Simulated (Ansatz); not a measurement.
# Au wire along [110], 4 atoms a period: bands by functional and under strain, part 3 of 3

What gap, if any, does the Au wire along [110], 4 atoms a period have, and how does it change with the functional and under strain?

Ansatz 0.2.0; DFT PBE, plane waves, PAW; relaxation of a wire's period (the session's first sound run).

So far. Step 6 (Levels at the same atoms, level r2SCAN, cutoff 500 eV): Bands cross the Fermi level, as under PBE at the relaxed period. Step 7 (Two-component spinors): Bands cross the Fermi level, as under PBE at the relaxed period, with no moment.

**8. At a strained period, period over the relaxed period 0.94, k-mesh 1×1×24**

This step: DFT PBE, plane waves, PAW; relaxation at a fixed period (Ansatz 0.2.0).

The period is set to 0.94 times the relaxed one and the atoms relax within it: strain changes bond lengths and angles, which shifts the bands against each other. Against the first PBE run of this kind, the mesh along the wire has 24 points against 30.

The cell differs from the one that the last finished run ended in (c 2.704 → 2.542 Å).

Contents of input.yaml:

```yaml
crystal:
  lattice:
    - [8.88, 0.0, 0.0]
    - [0.0, 11.212, 0.0]
    - [0.0, 0.0, 2.5417864331]
  atoms:
    - { symbol: Au, position: [0.386950816, 0.681461528, 0.0] }
    - { symbol: Au, position: [0.372069701, 0.431110389, 0.0] }
    - { symbol: Au, position: [0.613049184, 0.31856936, 0.5] }
    - { symbol: Au, position: [0.627930299, 0.568920499, 0.5] }
kpoints:
  mp_grid: { grid: [1, 1, 24] }
  band_path: { path: ["Γ", Z], npoints: 50 }
scf:
  occupations: { method: fermi_dirac, width: 0.05 }
hamiltonian:
  xc: pbe
relax:
  max_steps: 40
  f_tol: 0.02
output:
  stress: true
```

On the command line:

```
ansatz run input.yaml --threads 8 --pin off --max-ram 16384MiB --backend cpu --events-out ev --progress --plain --runs-dir out
```

Numbers of over 12 decimals in the logs are rounded to 6 here.

The log of the run:

```text
Warning: output.stress: scf.convergence.dr2_threshold = 1e-7 eV (the SCF's general default) is looser than the 4e-10 eV advised for a printed stress (1e-10 eV for each atom of the cell: 4). What an SCF threshold leaves in a stress goes as its square root, and in the free energy as the threshold itself, and one threshold admits the most on a small cell: [figures from the program's tests cut] Every solve of this run an [...]
[...]
Crystal: 4 atoms, lattice volume = 253.067 Å³
Basis set: ecut = 420 eV, 4969 PW (Γ), exchange–correlation on 120×150×36 points (8 copies of the dense FFT grid, shifted against one another)
Bands: 46, of which v1, the nominal top of the filled ones, is band 38 counted from 1 (37 counted from 0)
Symmetry: 4 space group operations
[...]
k-points: 13 of 24
[...]
SCF iter   1: F=—  HF=-52593.855151 eV  |F-HF|=—  |Δ(HF+E_count)|=         —  Δρ=2.44e-3  dr2=3.59e-2  ethr=1.77e-3  ⟨swp⟩=7.1  Hψ=2495  notcnv=0  defer=6
[...]
SCF iter   6: F=-52593.859168 eV  HF=-52593.859169 eV  |F-HF|=1.31e-6  |Δ(HF+E_count)|=   9.50e-6  Δρ=2.42e-5  dr2=2.63e-6  ethr=1.32e-8  ⟨swp⟩=3.1  Hψ=2292  notcnv=0
SCF 1 converged in 6 iterations: F = -52593.859168 eV  dr2 = 2.63e-6
[...]
relax step   1: F+E_penalty+E_count = -52593.85916793 eV  Δ(F+E_penalty+E_count) = +0.000e0 eV  max|allowed force component| = 3.617e-1 eV/Å  Δτ_max = 0.0000 Å  (6 SCF iters, dr2 threshold 1.00e-5 eV, accepted)
[...]
SCF iter   5: F=-52593.826874 eV  HF=-52593.826873 eV  |F-HF|=9.49e-7  |Δ(HF+E_count)|=   3.83e-5  Δρ=5.05e-5  dr2=4.62e-6  ethr=1.08e-8  ⟨swp⟩=3.9  Hψ=2529  notcnv=0
SCF 2 converged in 5 iterations: F = -52593.826874 eV  dr2 = 4.62e-6
relax step   2: F+E_penalty+E_count = -52593.82687390 eV  Δ(F+E_penalty+E_count) = +3.229e-2 eV  max|allowed force component| = 4.219e-1 eV/Å  Δτ_max = 0.1198 Å  (5 SCF iters, dr2 threshold 8.18e-6 eV, rejected (line search))
SCF iter   1: F=—  HF=-52593.893110 eV  |F-HF|=—  |Δ(HF+E_count)|=         —  Δρ=3.19e-3  dr2=2.43e-2  ethr=2.93e-4  ⟨swp⟩=4.9  Hψ=1726  notcnv=0  defer=27
[...]
SCF iter   7: F=-52593.888628 eV  HF=-52593.888628 eV  |F-HF|=2.87e-8  |Δ(HF+E_count)|=   6.87e-8  Δρ=3.36e-6  dr2=4.82e-8  ethr=1.32e-10  ⟨swp⟩=5.1  Hψ=2199  notcnv=0
SCF 3 converged in 7 iterations: F = -52593.888628 eV  dr2 = 4.82e-8
relax step   3: F+E_penalty+E_count = -52593.88862780 eV  Δ(F+E_penalty+E_count) = -2.946e-2 eV  max|allowed force component| = 3.436e-2 eV/Å  Δτ_max = 0.0439 Å  (7 SCF iters, accepted)
SCF iter   1: F=—  HF=-52593.889330 eV  |F-HF|=—  |Δ(HF+E_count)|=         —  Δρ=4.65e-4  dr2=4.15e-4  ethr=5.71e-6  ⟨swp⟩=3.0  Hψ=1358  notcnv=0  defer=27
[...]
SCF iter   6: F=-52593.889137 eV  HF=-52593.889137 eV  |F-HF|=2.20e-8  |Δ(HF+E_count)|=   3.28e-8  Δρ=2.32e-6  dr2=2.68e-8  ethr=1.32e-10  ⟨swp⟩=5.0  Hψ=2173  notcnv=0
SCF 4 converged in 6 iterations: F = -52593.889137 eV  dr2 = 2.68e-8
relax step   4: F+E_penalty+E_count = -52593.88913736 eV  Δ(F+E_penalty+E_count) = -5.096e-4 eV  max|allowed force component| = 7.117e-3 eV/Å  Δτ_max = 0.0117 Å  (6 SCF iters, accepted)
[...]
the band table was solved once a step of the walk had ended and its energy, with any forces and stress, was formed, with the checks that follow a solve (3016 applications of the Hamiltonian). They found nothing against the state; the energy, forces and stress were not computed again (output.eigenvalues in the input reference)
[...]
SCF converged after 6 iterations
Free energy (F): -52593.889137 eV
[...]
Internal energy: -52593.869457 eV  (E = F + TS)
E sigma→0 (E₀):  -52593.879297 eV
Entropy (-TS):   -0.019680 eV (-4.920 meV/atom)
Fermi energy:    1.479880 eV
[...]
--- Forces (eV/Å), atoms counted from 1 ---
  atom   1  Au    -0.00325192     0.00493786     0.00000000
  atom   2  Au     0.00340776     0.00711729     0.00000000
  atom   3  Au     0.00325192    -0.00493786     0.00000000
  atom   4  Au    -0.00340776    -0.00711729     0.00000000
  max |Σ_I F_I| component: 4.34e-19 eV/Å
--- Stress (GPa, compression-positive) ---
        0.109246      -0.013950       0.000000
       -0.013950       0.032881       0.000000
        0.000000       0.000000       7.895460
  P = ⅓ Tr σ = 2.6792 GPa (26.792 kbar)
--- Band table (eV; the first three rows and the last of 13) ---
  k-point 0: bands = [... 34 lower, 0.3281, 0.3707, 0.4339, 0.5519, 0.6014, 1.3134, 3.2258, 3.4678, ... 4 higher]
  k-point 1: bands = [... 34 lower, 0.2315, 0.2940, 0.4540, 0.4981, 0.5754, 1.3854, 3.3436, 3.5791, ... 4 higher]
  k-point 2: bands = [... 34 lower, 0.0842, 0.1074, 0.2619, 0.3133, 0.7581, 1.5577, 3.6542, 3.8761, ... 4 higher]
  k-point 12: bands = [... 34 lower, 0.7428, 0.7428, 4.2064, 4.2064, 5.7667, 5.7667, 7.2627, 7.2627, ... 4 higher]
--- Relaxed structure (4 steps of the walk, 3 accepted, 0 SCFs on fresh bases) ---
  F+E_penalty+E_count = -52593.88913736 eV   max|allowed force component| = 7.117e-3 eV/Å
  atoms:
    - { symbol: Au, position: [0.384025, 0.685847, 0.0] }
    - { symbol: Au, position: [0.370033, 0.430291, 0.0] }
    - { symbol: Au, position: [0.615975, 0.314184, 0.500000] }
    - { symbol: Au, position: [0.629967, 0.569740, 0.500000] }
```

Wall time 2.4 s (8 threads of AMD EPYC 9R45, shared host); peak memory 0.89 GiB; 17 s of CPU time.

Relaxation path:

```
step  energy less that of the first step (eV)  largest force component (eV/Å)
   1                                   0.0000                          0.3617
   2                                   0.0323                          0.4219
   3                                  -0.0295                          0.0344
   4                                  -0.0300                          0.0071
```

Relaxation step 2 was tried and not accepted.

Forces are held to the 4 operations that the run works with; a distortion that breaks them can't arise in this run.

The atoms that moved most (Å):

```
atom      dx      dy     dz  length
 Au3   0.026  -0.049  0.000   0.056
 Au1  -0.026   0.049  0.000   0.056
 Au2  -0.018  -0.009  0.000   0.020
 Au4   0.018   0.009  0.000   0.020
```

Final coordinates:

```xyz
4
Lattice="8.8800 0.0000 0.0000 0.0000 11.2120 0.0000 0.0000 0.0000 2.5418" Properties=species:S:1:pos:R:3
Au    3.4101    7.6897    0.0000
Au    3.2859    4.8244    0.0000
Au    5.4699    3.5226    1.2709
Au    5.5941    6.3879    1.2709
```

Numbers from this step:

```
energy at zero smearing : -52593.8793 eV
```

Electronic bands along the path, in eV, zero at the Fermi level:

```csv
point,band 35,band 36,band 37,band 38,band 39,band 40,band 41,band 42
Γ,-1.15,-1.11,-1.05,-0.93,-0.88,-0.17,1.75,1.99
halfway,-2.13,-1.81,-1.72,-0.78,0.33,1.21,4.23,4.41
Z,-0.74,-0.74,2.73,2.73,4.29,4.29,5.78,5.78
```

Bands cross the Fermi level, as under PBE at the relaxed period.

**9. Strain along the wire, period over the relaxed period 1.1, k-mesh 1×1×21**

The period is set to 1.1 times the relaxed one and the atoms relax within it: strain changes bond lengths and angles, which shifts the bands against each other. Against the first PBE run of this kind, the mesh along the wire has 21 points against 30.

The cell differs from the one that the last finished run ended in (c 2.542 → 2.974 Å).

Edit input.yaml of step 8 so:

```diff
@@ -4,3 +4,3 @@
     - [0.0, 11.212, 0.0]
-    - [0.0, 0.0, 2.5417864331]
+    - [0.0, 0.0, 2.9744309324]
   atoms:
@@ -11,3 +11,3 @@
 kpoints:
-  mp_grid: { grid: [1, 1, 24] }
+  mp_grid: { grid: [1, 1, 21] }
   band_path: { path: ["Γ", Z], npoints: 50 }
```

The log of the run:

```text
[...]
Crystal: 4 atoms, lattice volume = 296.142 Å³
Basis set: ecut = 420 eV, 5729 PW (Γ), exchange–correlation on 120×150×40 points (8 copies of the dense FFT grid, shifted against one another)
Bands: 46, of which v1, the nominal top of the filled ones, is band 38 counted from 1 (37 counted from 0)
Symmetry: 4 space group operations
[...]
--- Relaxed structure (5 steps of the walk, 5 accepted, 0 SCFs on fresh bases) ---
  F+E_penalty+E_count = -52593.86603301 eV   max|allowed force component| = 1.515e-2 eV/Å
  atoms:
    - { symbol: Au, position: [0.391523, 0.679398, 0.0] }
    - { symbol: Au, position: [0.383054, 0.432439, 0.0] }
    - { symbol: Au, position: [0.608477, 0.320633, 0.500000] }
    - { symbol: Au, position: [0.616946, 0.567592, 0.500000] }
[key lines of the parts left out:]
SCF converged after 2 iterations
Free energy (F): -52593.866033 eV
Fermi energy:    0.767732 eV
P = ⅓ Tr σ = -1.1208 GPa (-11.208 kbar)
```

Elapsed: 2.6 s, on 8 threads; peak memory 0.96 GiB; 18 s of CPU time.

Step by step:

```csv
step,energy less that of the first step (eV),largest force component (eV/Å)
1,0.0000,0.6094
2,-0.0252,0.6398
3,-0.0947,0.0973
4,-0.0963,0.0152
5,-0.0963,0.0151
```

The run keeps the 4 symmetry operations that it works with, so distortions that break them were not tested.

The atoms that moved most (Å):

```csv
atom,dx,dy,dz,length
Au2,0.098,0.015,0.000,0.099
Au4,-0.098,-0.015,0.000,0.099
Au1,0.041,-0.023,0.000,0.047
Au3,-0.041,0.023,0.000,0.047
```

Final coordinates:

```cif
data_structure
_symmetry_space_group_name_H-M 'P 1'
_symmetry_Int_Tables_number 1
_cell_length_a 8.8800
_cell_length_b 11.2120
_cell_length_c 2.9744
_cell_angle_alpha 90.000
_cell_angle_beta 90.000
_cell_angle_gamma 90.000
_cell_volume 296.14
loop_
_atom_site_label
_atom_site_type_symbol
_atom_site_fract_x
_atom_site_fract_y
_atom_site_fract_z
_atom_site_occupancy
Au1 Au 0.39152 0.67940 0.00000 1
Au2 Au 0.38305 0.43244 0.00000 1
Au3 Au 0.60848 0.32063 0.50000 1
Au4 Au 0.61695 0.56759 0.50000 1
```

This step gave:

```
energy at zero smearing : -52593.8618 eV
```

Bands cross the Fermi level, as under PBE at the relaxed period.

**10. A varied input: kpoints.mp_grid.shift = [0.0, 0.0, 0.5]**

This step: DFT LDA, plane waves, PAW; bands of a perfect wire at the PBE geometry; changed: kpoints.mp_grid.shift = [0.0, 0.0, 0.5] (Ansatz 0.2.0).

The atoms of the band run (LDA) are kept and the input is varied, to see whether the result depends on it.

Edit input.yaml of step 9 so:

```diff
@@ -4,3 +4,3 @@
     - [0.0, 11.212, 0.0]
-    - [0.0, 0.0, 2.9744309324]
+    - [0.0, 0.0, 2.7040281203]
   atoms:
@@ -11,3 +11,3 @@
 kpoints:
-  mp_grid: { grid: [1, 1, 21] }
+  mp_grid: { grid: [1, 1, 23], shift: [0.0, 0.0, 0.5] }
   band_path: { path: ["Γ", Z], npoints: 50 }
@@ -16,7 +16,2 @@
 hamiltonian:
-  xc: pbe
-relax:
-  max_steps: 40
-  f_tol: 0.02
-output:
-  stress: true
+  xc: lda
```

The log of the run:

```text
[...]
Crystal: 4 atoms, lattice volume = 269.220 Å³
Basis set: ecut = 420 eV, 5313 PW (Γ)
Bands: 46, of which v1, the nominal top of the filled ones, is band 38 counted from 1 (37 counted from 0)
Symmetry: 4 space group operations
[...]
k-points: 12 of 23
[...]
SCF iter   1: F=—  HF=-51455.096845 eV  |F-HF|=—  |Δ(HF+E_count)|=         —  Δρ=4.06e-3  dr2=4.56e-2  ethr=1.77e-3  ⟨swp⟩=7.4  Hψ=2297  notcnv=0  defer=3
[...]
SCF iter   8: F=-51455.088591 eV  HF=-51455.088591 eV  |F-HF|=1.01e-9  |Δ(HF+E_count)|=   1.92e-8  Δρ=1.93e-6  dr2=8.93e-9  ethr=1.32e-10  ⟨swp⟩=3.6  Hψ=1170  notcnv=0
SCF 1 converged in 8 iterations: F = -51455.088591 eV  dr2 = 8.93e-9
[...]
SCF converged after 8 iterations
Free energy (F): -51455.088591 eV
[...]
Internal energy: -51455.069486 eV  (E = F + TS)
E sigma→0 (E₀):  -51455.079038 eV
Entropy (-TS):   -0.019105 eV (-4.776 meV/atom)
Fermi energy:    0.797780 eV
[...]
--- Band table (eV; the first three rows and the last of 12) ---
  k-point 0: bands = [... 34 lower, -0.6174, -0.5260, -0.3255, -0.2722, -0.0799, 0.8177, 2.6923, 3.0238, ... 4 higher]
  k-point 1: bands = [... 34 lower, -0.6358, -0.6278, -0.4016, -0.4011, 0.0520, 0.9241, 2.8801, 3.2037, ... 4 higher]
  k-point 2: bands = [... 34 lower, -0.8058, -0.6741, -0.5932, -0.4152, 0.2474, 1.1056, 3.2126, 3.5264, ... 4 higher]
  k-point 11: bands = [... 34 lower, -0.1120, -0.1120, 2.8752, 2.8752, 4.4085, 4.4085, 5.4626, 5.4626, ... 4 higher]
```

Run time: 1.3 s. Hardware: 8 threads; peak memory 0.88 GiB; 8.6 s of CPU time.

This step gave:

```yaml
energy_at_zero_smearing: -51455.0790 eV
```

It took 1.3 s against 1.3 s for the run it varies.

**11. The same system on other settings**

This step: DFT LDA, plane waves, PAW; bands of a perfect wire at the PBE geometry; changed: basis.ecutrho_ratio = 6, scf.occupations.width = null, scf.occupations.method = "tetrahedron_uncorrected", scf.algorithm = "density_mixing" (Ansatz 0.2.0).

The atoms of the band run (LDA) are kept and the input is varied, to see whether the result depends on it.

input.yaml, the sections that differ from step 10:

```yaml
kpoints:
  mp_grid: { grid: [1, 1, 23] }
  band_path: { path: ["Γ", Z], npoints: 50 }
scf:
  occupations: { method: tetrahedron_uncorrected }
  algorithm: density_mixing
basis:
  ecutrho_ratio: 6
# crystal, hamiltonian: as in step 10
```

The log of the run:

```text
[...]
Crystal: 4 atoms, lattice volume = 269.220 Å³
Basis set: ecut = 420 eV, 5313 PW (Γ)
Bands: 46, of which v1, the nominal top of the filled ones, is band 38 counted from 1 (37 counted from 0)
Symmetry: 4 space group operations
[...]
k-points: 12 of 23
[...]
--- Band table (eV; the first three rows and the last of 12) ---
  k-point 0: bands = [... 34 lower, -0.6243, -0.5367, -0.3310, -0.2725, -0.1119, 0.7972, 2.6596, 2.9920, ... 4 higher]
  k-point 1: bands = [... 34 lower, -0.6499, -0.5893, -0.3775, -0.3427, -0.0369, 0.8531, 2.7568, 3.0848, ... 4 higher]
  k-point 2: bands = [... 34 lower, -0.7328, -0.6557, -0.5125, -0.4439, 0.1321, 1.0007, 3.0233, 3.3419, ... 4 higher]
  k-point 11: bands = [... 34 lower, -0.1714, -0.1174, 2.3176, 3.3091, 3.8733, 4.9059, 4.9919, 5.8363, ... 4 higher]
[key lines of the parts left out:]
SCF converged after 11 iterations
Free energy (F): -51455.052715 eV
Fermi energy:    0.831307 eV
```

Run time: 1.3 s. Hardware: 8 threads; peak memory 0.91 GiB.

It took 1.3 s against 1.3 s for the run it varies.

**12. What came out**

* cell length, PBE: 2.704 Å
* conductance, PBE: 3.62 G₀
* gap, period scaled by 0.94: none
* gap, period scaled by 1.1: none

In words: Under PBE the cell's length is 2.70 Å, and it is a metal with 4 channels a spin next to the Fermi level, 3.62 G₀ at 300 K. A perfect wire passes every open channel, so the conductance counts half a G₀ for each forward-moving state at the Fermi level, spin by spin; the value here is no such multiple, since a band edge lies within the thermal window. Transport is coherent and elastic here: the atoms are frozen, so scattering by vibrations plays no part.

[Logs are printed without paths, hosts, clocks, repeated set-up lines and the standing remarks that a program may print on its own settings, such as how far it seeks lower states.]

[Hosts, paths, dates, database ids (printed as entryN), source tags and the programs' standing remarks are cut or masked in the printed files.]
